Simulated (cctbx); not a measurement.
# Interatomic vectors of Er2Cd9Ni12N6

Space group Fm-3m (no. 225), a = 12.1440 Å, b = 12.1440 Å, c = 12.1440 Å, α = 90.00°, β = 90.00°, γ = 90.00°, content Er8 Cd36 Ni48 N24.

The data are simulated with cctbx, not measured: Mo Kα, λ = 0.71073 Å, to d = 0.6 Å, 80 % of the full sphere, strongest reflection 40000 counts, noise from counting, a 1.5 % proportional error and a noise floor of 15 counts (s.d.); no absorption.

Patterson synthesis, origin scaled to 1000:

```text
Patterson group F m -3 m
      u       v       w   height  length (A)
  0.000   0.000   0.000   1000.0     0.00
  0.000   0.000   0.500    288.9     6.07
  0.000   0.000   0.227    221.5     2.75
  0.134   0.134   0.366    206.1     5.01
  0.250   0.250   0.250    187.0     5.26
  0.136   0.136   0.136    178.4     2.85
  0.000   0.167   0.167    124.0     2.87
  0.000   0.227   0.227    115.2     3.90
  0.161   0.161   0.339     91.2     4.96
  0.083   0.083   0.249     89.9     3.35
  0.060   0.107   0.227     55.2     3.14
  0.000   0.000   0.336     50.6     4.08
  0.055   0.055   0.388     50.2     4.81
  0.114   0.220   0.280     46.0     4.54
```

Q: Assign the vectors.

A peak at u stands for all pairs with xi − xj = u, with weight Σ ZiZj against Σ Z² = 158744 at the origin. Peak heights follow these weights only roughly, since form factors, motion and series ripples differ, all vectors within 0.55 Å of a peak are counted as merged into it though the farther ones add only part of their weight, and F(000) is left out, which lowers the whole map:

| u | v | w | shortest length (Å) | height | 1000 ΣZiZj/ΣZ² | pairs in the cell |
| --- | --- | --- | --- | --- | --- | --- |
| 0.000 | 0.000 | 0.500 | 6.07 | 289 | 240 | 8 × Er–Er, 24 × N–N |
| 0.000 | 0.000 | 0.227 | 2.76 | 222 | 249 | 16 × Cd–Cd, 8 × Cd–N |
| 0.134 | 0.134 | 0.366 | 5.01 | 206 | 331 | 8 × Er–Cd, 8 × Cd–Cd, 24 × Cd–N |
| 0.250 | 0.250 | 0.250 | 5.26 | 187 | 397 | 16 × Cd–Cd, 8 × Er–Cd |
| 0.136 | 0.136 | 0.136 | 2.86 | 178 | 215 | 8 × Er–Cd, 24 × Cd–N |
| 0.000 | 0.167 | 0.167 | 2.87 | 124 | 167 | 20 × Ni–Ni, 8 × Cd–Ni |
| 0.000 | 0.227 | 0.227 | 3.90 | 115 | 167 | 8 × Cd–Cd, 16 × Er–N, 8 × N–N |
| 0.161 | 0.161 | 0.339 | 4.96 | 91 | 283 | 8 × Er–Cd, 24 × Ni–Ni |
| 0.083 | 0.083 | 0.249 | 3.34 | 90 | 96 | 8 × Er–Ni |
| 0.060 | 0.107 | 0.227 | 3.13 | 55 | 164 | 8 × Er–Ni, 8 × Cd–Ni |

The table stops at ten peaks or at a height of 45, below which ripples compete. In the model behind the data Er, the heaviest element, has 1 independent site: (1/4, 1/4, 3/4), up to an allowed shift of origin; the Er–Er vectors are differences of these positions and their symmetry mates. The whole model:

| atom | mult. | x | y | z | Ueq (Å²) |
| --- | --- | --- | --- | --- | --- |
| Er1 | 8 | 1/4 | 1/4 | 3/4 | 0.0086 |
| Cd1 | 32 | 0.8868 | 0.8868 | 0.6132 | 0.0096 |
| Cd2 | 4 | 0 | 0 | 0 | 0.0112 |
| Ni1 | 48 | 0.3324 | 0.6676 | 0 | 0.0123 |
| N1 | 24 | 0 | 0 | 0.7295 | 0.0127 |

This is a model crystal, built by substitution and not relaxed, with assumed displacement parameters.

[Logs are printed without paths, hosts, clocks, repeated set-up lines and the standing remarks that a program may print on its own settings, such as how far it seeks lower states.]
